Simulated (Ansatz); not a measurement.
# Nb2NF2 monolayer: phonons and vibrational spectra, part 2 of 2

Task: relax Nb2NF2 monolayer, then find its harmonic phonons.

Ansatz 0.2.0; DFT PBE, scalar-relativistic, plane waves, PAW.

So far. Step 4 (Relaxing to small forces for the phonons): The largest force component left is 0.011 meV/Å, within the tolerances set.

**5. Zone-centre response**

The zone centre comes first: it holds the modes that light can see, as far as symmetry allows. No field response is asked, since the mesh shows no gap.

input.yaml

```yaml
crystal:
  lattice:
    - [3.2735700569, 0.0, 0.0]
    - [-1.6367850284, 2.8349948303, 0.0]
    - [0.0, 0.0, 33.2]
  atoms:
    - { symbol: "N", position: [0.0, 0.0, 0.3012048193] }
    - { symbol: Nb, position: [0.3333333333, 0.6666666667, 0.3318289633] }
    - { symbol: Nb, position: [0.6666666667, 0.3333333333, 0.2705806753] }
    - { symbol: F, position: [0.6666666667, 0.3333333333, 0.3715046654] }
    - { symbol: F, position: [0.3333333333, 0.6666666667, 0.2309049732] }
  periodic: [true, true, false]
kpoints:
  mp_grid: { grid: [12, 12, 1] }
hamiltonian:
  xc: pbe
scf:
  occupations: { method: methfessel_paxton, width: 0.15 }
output:
  eigenvalues: true
phonons:
  method: dfpt
```

Launch:

```sh
> ansatz run input.yaml --threads 8 --pin off --max-ram 14336MiB --backend cpu --events-out ev --progress --plain --runs-dir out
```

Numbers of over 12 decimals in the logs are rounded to 6 here.

The program printed:

```text
Warning: crystal.symmetry: narrowed to the stabiliser of the run's FFT grids — unitary ops 12 → 6. A phonons.method: dfpt run fills in the rows of the dynamical matrix that it does not solve by its symmetry operations, which is exact only for operations that map its FFT grids onto themselves: filled in by any other, the frequencies could depend on the order in which like atoms are typed, or, by more than the grids' own error, on where the crystal sits among the grids' points. Excluded: 6 operations. The run can therefore solve more perturbations, solve them on more k-points, or both, and cost more. [rest of the remark cut]
[...]
Crystal: 5 atoms, lattice volume = 308.114 Å³
Basis set: ecut = 420 eV, 6135 PW (Γ), exchange–correlation on 48×48×450 points (8 copies of the dense FFT grid, shifted against one another)
Bands: 28, of which v1, the nominal top of the filled ones, is band 23 counted from 1 (22 counted from 0)
Symmetry: 12 space group operations
k-points: 43 of 144 (irreducible under 2 space group operations, time reversal used)
[...]
SCF iter   1: F=—  HF=-11108.533451 eV  |F-HF|=—  |Δ(HF+E_count)|=         —  Δρ=4.70e-3  dr2=4.30e-2  ethr=1.77e-3  ⟨swp⟩=11.6  Hψ=8729  notcnv=0
[...]
SCF iter  10: F=-11108.529466 eV  HF=-11108.529466 eV  |F-HF|=1.33e-10  |Δ(HF+E_count)|=  7.46e-10  S|Δr|=    0.00e0  Δρ=2.25e-8  dr2=6.13e-13  ethr=1.00e-12  ⟨swp⟩=18.1  Hψ=9967  notcnv=0
SCF 1 converged in 10 iterations: F = -11108.529466 eV  dr2 = 6.13e-13
[...]
DFPT response loops at Γ: preconditioner auto → none (partly filled bands, converged f_vac=0.785); β = 0.50; Broyden in place of MSR1
SCF converged after 10 iterations
[...]
Free energy (F): -11108.529466 eV
[...]
Internal energy: -11108.533694 eV  (E = F + TS)
E sigma→0 (E₀):  -11108.530523 eV
Entropy (-TS):   0.004228 eV (0.846 meV/atom)
Fermi energy:    -3.940491 eV
[...]
--- Band table (eV; the first three rows and the last of 43) ---
  k-point 0: bands = [... 19 lower, -9.8475, -6.1868, -6.1868, -4.0623, -3.6367, -2.7211, -2.7211, -2.3178, ... 1 higher]
  k-point 1: bands = [... 19 lower, -9.8182, -6.3138, -6.0574, -4.1086, -3.4616, -2.8381, -2.7279, -2.5671, ... 1 higher]
  k-point 2: bands = [... 19 lower, -9.7982, -6.5957, -5.6972, -4.2909, -3.3914, -2.6813, -2.6083, -2.4786, ... 1 higher]
  k-point 42: bands = [... 19 lower, -9.9069, -6.2691, -5.7801, -3.8069, -2.5433, -2.4029, -1.8411, -1.7526, ... 1 higher]
--- Phonons (Γ-DFPT): 10 representative perturbations + reference, on 43 of 144 k-points (Σ response iterations 52) ---
  ASR residual: 4.440e-5 → 0.000e0 eV/Å²; symmetrization residual: 1.021e-5 eV/Å²
  The last average, over the group as it would stand without the narrowing to the FFT grids, took up to 2.657e-6 eV/Å² of the zone centre's force constants
  ASR residual per site (eV/Å²): 4.44e-5 2.30e-5 2.57e-5 7.49e-6 5.13e-6
  Γ frequencies (cm⁻¹): 0.00 0.00 0.00 154.29 154.29 209.57 209.57 240.90 240.90 271.68 324.01 391.52 418.38 625.83 625.83
  non-analytic LO–TO correction: not included (Born effective charges unavailable; polar crystals: no LO–TO splitting at Γ)
```

Elapsed: 76 s, on 8 threads of Arm Neoverse V1, shared host; peak memory 1.7 GiB.

The column dr2 measures how far the density is from self-consistency, as an energy; F and HF (Harris–Foulkes) agree once it is small.

This step gave:

```
sum-rule residual before enforcement                    : 4.44e-5 eV/Å²
point group                                             : -3m
highest optical mode at the zone centre (no LO-TO term) : 625.8 cm⁻¹
lowest optical zone-centre mode                         : 154.3 cm⁻¹
```

Patterns of degenerate modes are one choice out of their space. Modes at Γ, with each element's share of the kinetic energy:

```tsv
mode	frequency (cm⁻¹)	symmetry	N %	Nb %	F %
1	0.0	acoustic	6	78	16
2	0.0	acoustic	6	78	16
3	0.0	acoustic	6	78	16
4	154.3	Eg	0	63	37
5	154.3	Eg	0	63	37
6	209.6	Eu	0	16	84
7	209.6	Eu	0	16	84
8	240.9	Eg	0	37	63
9	240.9	Eg	0	37	63
10	271.7	A1g	0	48	52
11	324.0	A2u	76	14	9
12	391.5	A2u	18	8	75
13	418.4	A1g	0	52	48
14	625.8	Eu	94	6	0
15	625.8	Eu	94	6	0
```

Displacements in mode 5 (154.3 cm⁻¹), the largest set to 1:
```
N1   0.00  0.00  0.00
Nb2  0.59 -0.07  0.00
Nb3 -0.59  0.07  0.00
F4   1.00 -0.12  0.00
F5  -1.00  0.12  0.00
```

Displacements in mode 6 (209.6 cm⁻¹), the largest set to 1:
```
N1  -0.12 -0.01  0.00
Nb2 -0.20 -0.02  0.00
Nb3 -0.20 -0.02  0.00
F4   1.00  0.12  0.00
F5   1.00  0.12  0.00
```

Before it was imposed, the acoustic sum rule was missed by 4.4e-5 eV/Å². Small misses are needed for a sound result but don't prove that mesh and cutoff are converged. The lowest optical mode is real, 154 cm⁻¹.

**6. Response at finite wavevector**

Stability and thermal properties need the whole zone. Linear response on a 6×6×1 q mesh gives force constants as far as a supercell of that size would.

Edit input.yaml of step 5 so:

```diff
@@ -22 +22,10 @@
   method: dfpt
+  qmesh: [6, 6, 1]
+  temperatures: { t_max: 1000, t_step: 50 }
+  qpath:
+    path:
+      - [0.0, 0.0, 0.0]
+      - [0.5, 0.0, 0.0]
+      - [0.33333333, 0.33333333, 0.0]
+      - [0.0, 0.0, 0.0]
+    npoints: 10
```

The program printed:

```text
[...]
Crystal: 5 atoms, lattice volume = 308.114 Å³
Basis set: ecut = 420 eV, 6135 PW (Γ), exchange–correlation on 48×48×450 points (8 copies of the dense FFT grid, shifted against one another)
Bands: 28, of which v1, the nominal top of the filled ones, is band 23 counted from 1 (22 counted from 0)
Symmetry: 12 space group operations
k-points: 19 of 144 (irreducible under 6 space group operations, time reversal used)
[...]
SCF iter   1: F=—  HF=-11108.532962 eV  |F-HF|=—  |Δ(HF+E_count)|=         —  Δρ=4.71e-3  dr2=4.30e-2  ethr=1.77e-3  ⟨swp⟩=11.7  Hψ=3866  notcnv=0
[...]
SCF iter  10: F=-11108.529466 eV  HF=-11108.529466 eV  |F-HF|=3.09e-11  |Δ(HF+E_count)|=  7.06e-10  S|Δr|=    0.00e0  Δρ=2.25e-8  dr2=6.22e-13  ethr=1.00e-12  ⟨swp⟩=17.9  Hψ=4467  notcnv=0
SCF 1 converged in 10 iterations: F = -11108.529466 eV  dr2 = 6.22e-13
[...]
phonons: the bands overlap, so this run is a metal and interpolates without the dipole-dipole term. If the crystal is really an insulator or semiconductor, its LO-TO splitting is missing
NSCF: frozen V_eff on 19 k-points
[...]
DFPT response loops at q = (0, 0, 0) (fractional): preconditioner auto → none (partly filled bands, converged f_vac=0.785); β = 0.50; Broyden in place of MSR1
[...]
SCF converged after 10 iterations
[...]
Free energy (F): -11108.529466 eV
[...]
Internal energy: -11108.533694 eV  (E = F + TS)
E sigma→0 (E₀):  -11108.530523 eV
Entropy (-TS):   0.004228 eV (0.846 meV/atom)
Fermi energy:    -3.940490 eV
[...]
--- Band table (eV; the first three rows and the last of 19) ---
  k-point 0: bands = [... 19 lower, -9.8475, -6.1868, -6.1868, -4.0623, -3.6367, -2.7211, -2.7211, -2.3178, ... 1 higher]
  k-point 1: bands = [... 19 lower, -9.8182, -6.3138, -6.0574, -4.1086, -3.4616, -2.8381, -2.7279, -2.5671, ... 1 higher]
  k-point 2: bands = [... 19 lower, -9.7982, -6.5957, -5.6972, -4.2909, -3.3914, -2.6813, -2.6083, -2.4786, ... 1 higher]
  k-point 18: bands = [... 19 lower, -9.9514, -5.3999, -5.3999, -5.3605, -2.2849, -2.2849, -1.9622, -0.9340, ... 1 higher]
--- Phonons (Γ-DFPT): 10 representative perturbations + reference (Σ response iterations 52) ---
  ASR residual: 3.009e-5 → 0.000e0 eV/Å²; symmetrization residual: 4.490e-6 eV/Å²
[...]
ASR residual per site (eV/Å²): 3.01e-5 7.26e-6 8.92e-6 6.54e-6 6.74e-6
[...]
--- Phonons (arbitrary-q DFPT): 7 irreducible q on the 6×6×1 mesh ---
  q = [0.0000, 0.0000, 0.0000] (star 1, of the zone-centre solve; hermiticity 3.44e-7, symmetrization 4.87e-11, taken by the last average 8.83e-8): -0.00 -0.00 0.00 154.29 154.29 209.57 209.57 240.90 240.90 271.68 324.01 391.52 418.38 625.83 625.83
  q = [0.0000, 0.1667, 0.0000] (star 6, 15 solved perturbations on 78 of 144 k-point pairs; hermiticity 5.62e-7, symmetrization 9.02e-11, taken by the last average 5.66e-7): -89.18 -38.85 50.09 121.75 149.02 215.96 221.85 233.49 234.04 257.73 341.51 373.63 380.89 619.91 626.41
[...]
q = [0.1667, 0.1667, 0.0000] (star 6, 10 solved perturbations in 1110 linear systems a pass and spin channel, the states on 144 of 144 k-point pairs; hermiticity 2.13e-7, symmetrization 2.05e-10, taken by the last average 6.56e-7): -127.39 -50.68 117.98 138.52 171.80 212.47 220.48 221.29 231.87 262.28 335.96 346.49 403.53 631.05 633.43
[...]
sum rule: each row above includes the acoustic sum rule's correction from the zone centre's row sums; it moved no ω² by more than (0.76 cm⁻¹)²
  mesh force constants: q→R imaginary residual 2.81e-18; ASR residual 3.009e-5 → 0.000e0 eV/Å²; symmetrization residual 7.105e-15 eV/Å²
  interpolated dispersion: 31 rows × 15 modes
  density of states and harmonic sums: on the 24×24×1 q-mesh, interpolated from the force constants of a 6×6×1 supercell (no non-analytic term)
  largest difference from the sums on the solved wave vectors: F 3.10e-2 eV, S 4.04e-5 and C_V 9.42e-6 eV/K
  zero-point energy: 0.244028 eV/cell   skipped modes (ω ≤ 0): 122, of them read as no rigid motion or as one in doubt: 119 (1.969e0 modes/cell left out, lowest -163.37 cm⁻¹)   left out of the sums: 1.32e-1 of the cell's modes: C_V's classical limit lies that fraction below 3 k_B per atom; for a crystal, a wire or a layer, F and S can be off by more, and a phonons.interpolated_qmesh denser along its periods is the remedy for the sampling
```

Elapsed: 17 min, on 8 threads; peak memory 3.1 GiB; 2.3 h of CPU time.

This step gave:

```yaml
sum_rule_residual_before_enforcement: 3.01e-5 eV/Å²
lowest_frequency_on_the_path: -163.4 cm⁻¹
highest_frequency_on_the_path_or_at_a_solved_wavevector: 642.6 cm⁻¹
lowest_mode_on_the_q_mesh_acoustic_modes_at_gamma_apart: -163.4 cm⁻¹
```

Frequencies (cm⁻¹) solved at each irreducible wavevector; negative means imaginary. Frequencies by wavevector, by row:

```tsv
q in reciprocal lattice units	star	mode 1	mode 2	mode 3	mode 4	mode 13	mode 14	mode 15
0 0 0	1	0	0	0	154.3	418.4	625.8	625.8
0 0.1667 0	6	-89.2	-38.9	50.1	121.8	380.9	619.9	626.4
0 0.3333 0	6	-121.5	-26.4	126.3	154.8	417.6	631.5	637.2
0 -0.5 0	3	-163.4	-61.8	163.8	175.2	439.4	618.5	633.5
0.1667 0.1667 0	6	-127.4	-50.7	118	138.5	403.5	631	633.4
0.1667 0.3333 0	12	-144	-75.1	134.6	164.9	431.1	628	639.1
0.3333 0.3333 0	2	-122.5	-23.9	-23.9	193	436.8	640.5	640.5
```

Interpolated from a 6×6×1 q mesh. The phonon branches at the labelled points (cm⁻¹):

```tsv
point	branch 1	branch 2	branch 3	branch 4	branch 12	branch 13	branch 14	branch 15
Γ	0	0	0	154	392	418	626	626
halfway	-82	-75	91	138	348	395	627	633
M	-163	-62	164	175	350	439	618	634
halfway	-147	-85	134	178	339	435	624	640
K	-122	-24	-24	193	327	437	640	640
halfway	-127	-51	118	138	346	404	631	633
Γ	0	0	0	154	392	418	626	626
```

The phonon density of states has structure finer than the step of the table below, so its rows give means over 25 cm⁻¹, whole bins alone (the curve runs from -165 to 645 cm⁻¹). Peaks (cm⁻¹: height): 155.0: 0.0507, 215.0: 0.231, 345.0: 0.0756, 435.0: 0.0362, 635.0: 0.107.

Tetrahedra on a 24×24×1 mesh, mean over bins of 10 cm-1. Interpolated from a 6×6×1 q mesh. Phonon density of states against wavenumber; means over each step:

wavenumber (cm⁻¹), phonon density of states (1/cm⁻¹/cell) and a bar:
```
     -150      0.015 ####
     -125      0.013 ####
     -100      0.008 ##
      -75      0.017 #####
      -50      0.016 ####
      -25      0.007 ##
        0      0.004 #
       25      0.002 #
       50      0.002 #
       75      0.004 #
      100      0.008 ##
      125      0.021 ######
      150      0.038 ##########
      175      0.022 ######
      200      0.067 ##################
      225      0.109 ##############################
      250      0.036 ##########
      275      0.010 ###
      300      0.002 #
      325      0.038 ##########
      350      0.035 ##########
      375      0.008 ##
      400      0.012 ###
      425      0.020 #####
      450      0.005 ##
      475      0.000 
      500      0.000 
      525      0.000 
      550      0.000 
      575      0.000 
      600      0.001 
      625      0.058 ################
```

The partial phonon density of states has structure finer than the step of the table below, so its rows give means over 25 cm⁻¹, whole bins alone (the curve runs from -172 to 672 cm⁻¹). Peaks (cm⁻¹: height): F 215.4: 0.148, 342.8: 0.0397; N 433.0: 0.0191, 634.8: 0.0779; Nb -140.3: 0.0134, -60.6: 0.0166, 151.7: 0.0352, 210.1: 0.0315, 257.9: 0.0281, 342.8: 0.0116, 433.0: 0.00787.

Phonopy on the run's constants, 19x19x1 mesh, Gaussian sigma 6.0 cm-1. Interpolated from a 6×6×1 q mesh. Table of partial phonon density of states by wavenumber; means over each step; values in 1/cm⁻¹/cell:

```tsv
wavenumber (cm⁻¹)	F	N	Nb
-150	0.00131	0.00450	0.00865
-125	0.00143	0.00367	0.00857
-100	0.00101	0.00121	0.00576
-75	0.00199	0.00200	0.0133
-50	0.00183	0.00187	0.0116
-25	9.3e-4	7.8e-4	0.00489
0	5.9e-4	2.9e-4	0.00269
25	4.9e-4	2.0e-4	0.00193
50	4.3e-4	1.4e-4	0.00181
75	6.5e-4	1.7e-4	0.00266
100	0.00137	2.9e-4	0.00662
125	0.00373	6.5e-4	0.0164
150	0.00834	4.4e-4	0.0297
175	0.00437	1.2e-4	0.0173
200	0.0410	3.3e-4	0.0230
225	0.0892	5.9e-4	0.0215
250	0.0141	9.1e-5	0.0226
275	0.00268	1.1e-5	0.00682
300	0.00180	2.6e-5	2.9e-4
325	0.0288	0.00198	0.00592
350	0.0253	0.00215	0.00774
375	0.00442	0.00233	0.00236
400	0.00262	0.00559	0.00334
425	8.8e-4	0.0133	0.00576
450	1.9e-4	0.00369	0.00150
475	0	4.8e-7	0
500	0	0	0
525	0	0	0
550	0	0	0
575	0	0	0
600	5.4e-6	0.00154	1.2e-4
625	1.7e-4	0.0529	0.00449
650	6.1e-5	0.0189	0.00192
```

Symmetry leaves 7 wavevectors to solve. The lowest mode among them, the acoustic zeros apart, lies at q = (0, -0.5, 0) and is imaginary, 163.4i cm⁻¹, so the energy falls along it.

**7. Another isotope**

An isotope changes the mass and not the force constants, so no new electronic calculation is needed; the shifts show which modes move this element.

The same force constants with the mass of N changed from 14.007 to 15.000 u (phonopy, no LO-TO term). Both lists are sorted by frequency; levels can cross, so a row need not hold one and the same mode. Modes under 3 cm⁻¹ are left out. Isotope shifts, by row, the first 40 of 57 rows:

```tsv
q	rank	natural mass (cm⁻¹)	changed mass (cm⁻¹)
0 0 0	4	154.3	154.3
0 0 0	5	154.3	154.3
0 0 0	6	209.6	209.5
0 0 0	7	209.6	209.5
0 0 0	8	240.9	240.9
0 0 0	9	240.9	240.9
0 0 0	10	271.7	271.7
0 0 0	11	324	315.4
0 0 0	12	391.5	389.5
0 0 0	13	418.4	418.4
0 0 0	14	625.8	606.1
0 0 0	15	625.8	606.1
0 0.1667 0	1	-89.18	-88.94
0 0.1667 0	2	-38.85	-38.63
0 0.1667 0	3	50.09	50.01
0 0.1667 0	4	121.8	121.5
0 0.1667 0	5	149	149
0 0.1667 0	6	216	215.9
0 0.1667 0	7	221.8	221.8
0 0.1667 0	8	233.5	233.4
0 0.1667 0	9	234	234
0 0.1667 0	10	257.7	257.7
0 0.1667 0	11	341.5	336.2
0 0.1667 0	12	373.6	373.6
0 0.1667 0	13	380.9	376.5
0 0.1667 0	14	619.9	600.9
0 0.1667 0	15	626.4	607
0 0.3333 0	1	-121.5	-120.2
0 0.3333 0	2	-26.35	-26.27
0 0.3333 0	3	126.3	126.3
0 0.3333 0	4	154.8	154.8
0 0.3333 0	5	173.2	173
0 0.3333 0	6	209.5	209.5
0 0.3333 0	7	217.6	217.5
0 0.3333 0	8	224.3	224.3
0 0.3333 0	9	226.8	226.6
0 0.3333 0	10	263.3	263.3
0 0.3333 0	11	328.8	328.8
0 0.3333 0	12	348.1	347.8
0 0.3333 0	13	417.6	408.1
```

A mode of this element alone would shift by -3.37 %. The highest zone-centre frequency without the field goes from 625.8 to 606.1 cm⁻¹ (-3.2 %). The product of the frequency ratios over all optical modes at Γ is 0.908; the product rule, (m/m′)^(3k/2) (M′/M)^(3/2) with k = 1 such atoms and M the mass of the cell, gives 0.908.

**8. Summary of results**

```json
{
  "space group after relaxation (within 0.01 Å)": "P-3m1",
  "area per atom": "1.86 Å²",
  "electronic character": "no gap on this mesh",
  "highest optical mode at the zone centre (no LO-TO term)": "626 cm⁻¹",
  "lowest optical zone-centre mode": "154 cm⁻¹",
  "lowest mode on the q mesh (acoustic modes at Γ apart)": "-163 cm⁻¹",
  "highest frequency on the path or at a solved wavevector": "643 cm⁻¹",
  "imaginary modes on the 6×6×1 q mesh": "yes"
}
```

In words: Modes are clearly imaginary (beyond 10i cm⁻¹) at 6 of the 7 irreducible wavevectors, most at q = (0, -0.5, 0) (163.4i cm⁻¹), so this structure is not a minimum of the energy. The optical modes at Γ span 154 to 626 cm⁻¹. The highest mode in this list at Γ, 625.8 cm⁻¹, is mostly motion of N (94 % of the kinetic energy). With no gap, or one that is small against the smearing, the frequencies hang on the k mesh and the smearing, most of all near Kohn anomalies. The phonon runs are without spin polarisation, although the cell has an odd electron count. In a sheet or slab the interpolated bending branch near Γ is rough, since the rotational sum rule isn't imposed. The starting cell was built on a prototype and not taken from a measurement. These are harmonic frequencies at zero temperature: anharmonic shifts, linewidths and thermal expansion are left out.

[Logs are printed without paths, hosts, clocks, repeated set-up lines and the standing remarks that a program may print on its own settings, such as how far it seeks lower states.]

[Hosts, paths, dates, database ids (printed as entryN), source tags and the programs' standing remarks are cut or masked in the printed files.]
